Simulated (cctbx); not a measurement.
## A crystallographic session in cctbx: CdCS3

Library: cctbx 2025.11. The data are simulated by the first script.

## 1. Simulate the data

run.py:

```python
from cctbx import adptbx, crystal, miller, sgtbx, xray
from cctbx.array_family import flex
from iotbx.shelx import hklf
from scitbx import matrix
import scitbx.random

cs = crystal.symmetry(unit_cell=(5.865, 5.865, 9.789, 90, 90, 120), space_group_symbol='Hall: -R 3 2"')  # R-3m
atoms = [  # label, site, U (iso, or U11 U22 U33 U12 U13 U23 in A^2), occupancy
    ("Cd1", (0, 0, 0), (0.0179, 0.0179, 0.0156, 0.0089, 0.0000, -0.0000), 1),
    ("S1", (0.16667, 1/3, 0.83333), (0.0296, 0.0283, 0.0340, 0.0142, 0.0008, 0.0015), 0.85),
    ("C1", (1/3, 2/3, 0.16667), (0.0337, 0.0337, 0.0411, 0.0169, 0.0000, 0.0000), 1),
]
xs = xray.structure(crystal_symmetry=cs)
for label, site, u, occ in atoms:
    u = adptbx.u_cif_as_u_star(cs.unit_cell(), u) if isinstance(u, tuple) else u
    xs.add_scatterer(xray.scatterer(label, site=site, u=u, occupancy=occ))
xs.set_inelastic_form_factors(0.71073, "sasaki")
xs.show_summary()
p1 = xs.expand_to_p1()
ms = miller.build_set(p1, anomalous_flag=True, d_min=0.7)
flex.set_random_seed(284538)
scitbx.random.set_random_seed(284538)
ms = ms.select(flex.random_double(ms.size()) < 0.7)
i = ms.structure_factors_from_scatterers(p1, algorithm="direct").f_calc().as_intensity_array().data()
i = i * 70000 / flex.max(i)
sig = flex.sqrt(i + flex.pow2(0.015 * i) + 8 ** 2)
noise = scitbx.random.variate(scitbx.random.normal_distribution())(i.size())
data = ms.array(data=i + sig * noise, sigmas=sig).set_observation_type_xray_intensity()
with open("data.hkl", "w") as f:
    data.export_as_shelx_hklf(f)
print("reflections written:", data.size(), " <I/sigma> = %.1f" % flex.mean(data.data() / data.sigmas()))
for h, a, b in list(data.sort("data"))[:12]:
    print("%4d%4d%4d %9.1f %7.1f" % (h + (a, b)))
```

```console
$ python run.py
```

```text
Number of scatterers: 3
At special positions: 3
Unit cell: (5.865, 5.865, 9.789, 90, 90, 120)
Space group: R -3 m :H (No. 166)
reflections written: 2467  <I/sigma> = 14.6
  -2   0  -2   70220.2  1082.8
   0   2  -2   69773.6  1082.8
   0  -2   2   69737.1  1082.8
  -2   2   2   69580.4  1082.8
   2   0   2   68513.5  1082.8
   0  -2  -4   51861.0   774.9
   0   2   4   49933.4   774.9
  -2   0   4   49262.9   774.9
   2  -2   4   47903.6   774.9
  -1   1   1   46834.0   710.3
  -1   0  -1   45736.5   710.3
   1  -1  -1   45149.9   710.3
```

Run time: 0.26 s on 1 thread of Arm Neoverse V2, on a shared host, peak memory 0.07 GiB.

## 2. Refinement

run.py:

```python
import math
from cctbx import adptbx, crystal, maptbx, sgtbx, xray
from cctbx.array_family import flex
from cctbx.xray import observations
from iotbx.shelx import hklf
from scitbx.lstbx import normal_eqns_solving
from smtbx import absolute_structure, utils
from smtbx.refinement import constraints, least_squares

cs = crystal.symmetry(unit_cell=(5.865, 5.865, 9.789, 90, 90, 120), space_group_symbol='Hall: -R 3 2"')  # R-3m
atoms = [  # label, site, U (iso, or U11 U22 U33 U12 U13 U23 in A^2), occupancy
    ("Cd1", (0, 0, 0), 0.0200, 1),
    ("S1", (0.16667, 1/3, 0.83333), 0.0200, 1),
    ("C1", (1/3, 2/3, 0.16667), 0.0200, 1),
]
xs = xray.structure(crystal_symmetry=cs)
for label, site, u, occ in atoms:
    u = adptbx.u_cif_as_u_star(cs.unit_cell(), u) if isinstance(u, tuple) else u
    xs.add_scatterer(xray.scatterer(label, site=site, u=u, occupancy=occ))
xs.set_inelastic_form_factors(0.71073, "sasaki")
xs.convert_to_anisotropic()
raw = hklf.reader(file_name="data.hkl").as_miller_arrays(crystal_symmetry=cs, anomalous=True)[0]
merged = raw.eliminate_sys_absent().merge_equivalents()
fo2 = merged.array().set_observation_type_xray_intensity()
print("Rint %.3f, %d unique reflections to %.2f A" % (merged.r_int(), fo2.size(), fo2.d_min()))
for sc in xs.scatterers():
    sc.flags.set_grad_site(True)
    sc.flags.set_grad_u_aniso(sc.flags.use_u_aniso())
    sc.flags.set_grad_u_iso(sc.flags.use_u_iso())
obs = fo2.as_xray_observations()
extra = {}
rep = constraints.reparametrisation(xs, [], utils.connectivity_table(xs), **extra)
ls = least_squares.crystallographic_ls(obs, rep, weighting_scheme=least_squares.mainstream_shelx_weighting(a=0, b=0))
print("cycle     R1     wR2    GooF  max shift (A)")
for cycle in range(12):
    ls.build_up()
    r1, wr2, goof = ls.r1_factor(cutoff_factor=2)[0], ls.wR2(), ls.goof()
    old = xs.sites_cart()
    normal_eqns_solving.levenberg_marquardt_iterations(ls, n_max_iterations=3, tau=1e-06, step_threshold=1e-7)
    big = flex.max((xs.sites_cart() - old).norms())
    print("%4d %7.4f %7.4f %7.3f %9.5f" % (cycle + 1, r1, wr2, goof, big))
    ls.build_up(objective_only=True)
    if abs(ls.wR2() - wr2) < 5e-5 and big < 5e-4:
        break
ls.build_up()
print("final R1 %.4f wR2 %.4f GooF %.3f  parameters %d  data/parameter %.1f" % (ls.r1_factor(cutoff_factor=2)[0], ls.wR2(), ls.goof(), ls.n_parameters, fo2.size() / ls.n_parameters))
cov = ls.covariance_matrix_and_annotations()
su = dict(zip(cov.annotations, (math.sqrt(max(v, 0)) for v in cov.matrix.matrix_packed_u_diagonal())))
a2 = cs.unit_cell().reciprocal_parameters()[0] ** -2
print("atom        x        y        z      Ueq    occ   su(xyz)  su(Uiso or U11)")
for sc in xs.scatterers():
    s = max(su.get(sc.label + k, 0) for k in (".x", ".y", ".z"))
    npd = "" if sc.is_positive_definite_u(cs.unit_cell()) else "  NPD"
    print("%-5s %8.5f %8.5f %8.5f %8.4f %6.3f %8.5f %7.4f%s" % ((sc.label,) + sc.site + (sc.u_iso_or_equiv(cs.unit_cell()), sc.occupancy, s, su.get(sc.label + ".uiso", su.get(sc.label + ".u11", 0) * a2), npd)))
fo = fo2.f_sq_as_f()
fc = fo.structure_factors_from_scatterers(xs, algorithm="direct").f_calc()
diff = fo.f_obs_minus_f_calc(1 / math.sqrt(ls.scale_factor()), fc).average_bijvoet_mates()
m = diff.fft_map(symmetry_flags=maptbx.use_space_group_symmetry, resolution_factor=0.25).apply_volume_scaling()
print("difference map: max %.2f min %.2f rms %.2f" % (m.statistics().max(), m.statistics().min(), m.statistics().sigma()))
peaks = m.peak_search(parameters=maptbx.peak_search_parameters(min_distance_sym_equiv=0.6, max_clusters=6)).all()
near = xs.closest_distances(peaks.sites(), distance_cutoff=4)
sps = cs.special_position_settings(min_distance_sym_equiv=0.5)
for k, (x, h) in enumerate(zip(peaks.sites(), peaks.heights())):
    ss = sps.site_symmetry(x)
    print("Q%-3d %7.4f %7.4f %7.4f %4d %7.2f  %.2f A from %s" % ((k + 1,) + tuple(t % 1 for t in ss.exact_site()) + (ss.multiplicity(), h, near.smallest_distances[k], xs.scatterers()[near.i_seqs[k]].label)))
```

```console
$ python run.py
```

```text
Rint 0.014, 129 unique reflections to 0.70 A
cycle     R1     wR2    GooF  max shift (A)
   1  0.1313  0.2792  31.196   0.00000
   2  0.0252  0.0645   7.208   0.00000
final R1 0.0253 wR2 0.0645 GooF 7.208  parameters 8  data/parameter 16.1
atom        x        y        z      Ueq    occ   su(xyz)  su(Uiso or U11)
Cd1    0.00000  0.00000  0.00000   0.0170  1.000  0.00000  0.0003
S1     0.16667  0.33333  0.83333   0.0375  1.000  0.00000  0.0008
C1     0.33333  0.66667  0.16667   0.0361  1.000  0.00000  0.0041
difference map: max 0.37 min -1.37 rms 0.22
Q1    0.0000  0.0000  0.0000    3    0.37  0.00 A from Cd1
Q2    0.0000  0.0000  0.1591    6    0.31  1.56 A from Cd1
Q3    0.0000  0.0000  0.4331    6    0.23  0.66 A from C1
Q4    0.0000  0.0000  0.3477    6    0.23  1.49 A from C1
Q5    0.0003  0.5002  0.1589   18    0.21  1.69 A from C1
Q6    0.0684  0.1367  0.8055   18    0.20  1.04 A from S1
```

Time: 0.44 s.

This run holds a fault made on purpose: disorder ignored: each site full, of its main element.

## 3. Refinement (occupancies of the disordered sites free, main element alone)

run.py, as its changes from the last script of this kind:

```diff
@@ -12,3 +12,3 @@
-    ("Cd1", (0, 0, 0), 0.0200, 1),
-    ("S1", (0.16667, 1/3, 0.83333), 0.0200, 1),
-    ("C1", (1/3, 2/3, 0.16667), 0.0200, 1),
+    ("Cd1", (0, 0, 0), 0.0120, 1),
+    ("S1", (0.16667, 1/3, 0.83333), 0.0120, 1),
+    ("C1", (1/3, 2/3, 0.16667), 0.0120, 1),
@@ -29,0 +30 @@
+    sc.flags.set_grad_occupancy(sc.label in ('S1',))
@@ -35 +36 @@
-for cycle in range(12):
+for cycle in range(20):
@@ -54,0 +56 @@
+print("su of occupancy S1: %.3f" % su["S1.occ"])
```

```console
$ python run.py
```

```text
Rint 0.014, 129 unique reflections to 0.70 A
cycle     R1     wR2    GooF  max shift (A)
   1  0.1593  0.3187  35.752   0.00000
   2  0.0110  0.0300   3.368   0.00000
   3  0.0058  0.0145   1.623   0.00000
   4  0.0041  0.0094   1.051   0.00000
   5  0.0037  0.0085   0.953   0.00000
   6  0.0037  0.0084   0.941   0.00000
final R1 0.0037 wR2 0.0084 GooF 0.939  parameters 9  data/parameter 14.3
atom        x        y        z      Ueq    occ   su(xyz)  su(Uiso or U11)
Cd1    0.00000  0.00000  0.00000   0.0171  1.000  0.00000  0.0000
S1     0.16667  0.33333  0.83333   0.0308  0.851  0.00000  0.0001
C1     0.33333  0.66667  0.16667   0.0366  1.000  0.00000  0.0005
su of occupancy S1: 0.001
difference map: max 0.10 min -0.11 rms 0.03
Q1    0.0000  0.0000  0.4100    6    0.11  0.88 A from C1
Q2    0.0842  0.1684  0.0365   18    0.10  0.93 A from Cd1
Q3    0.0000  0.0000  0.1605    6    0.10  1.57 A from Cd1
Q4    0.0613  0.1226  0.7998   18    0.09  1.12 A from S1
Q5    0.9842  0.1539  0.1406   36    0.06  0.96 A from S1
Q6    0.0350  0.2702  0.6389   36    0.06  2.00 A from S1
```

It took 0.61 s on 1 thread of Arm Neoverse V2 (shared host), peak memory 0.09 GiB.

[Logs are printed without paths, hosts, clocks, repeated set-up lines and the standing remarks that a program may print on its own settings, such as how far it seeks lower states.]
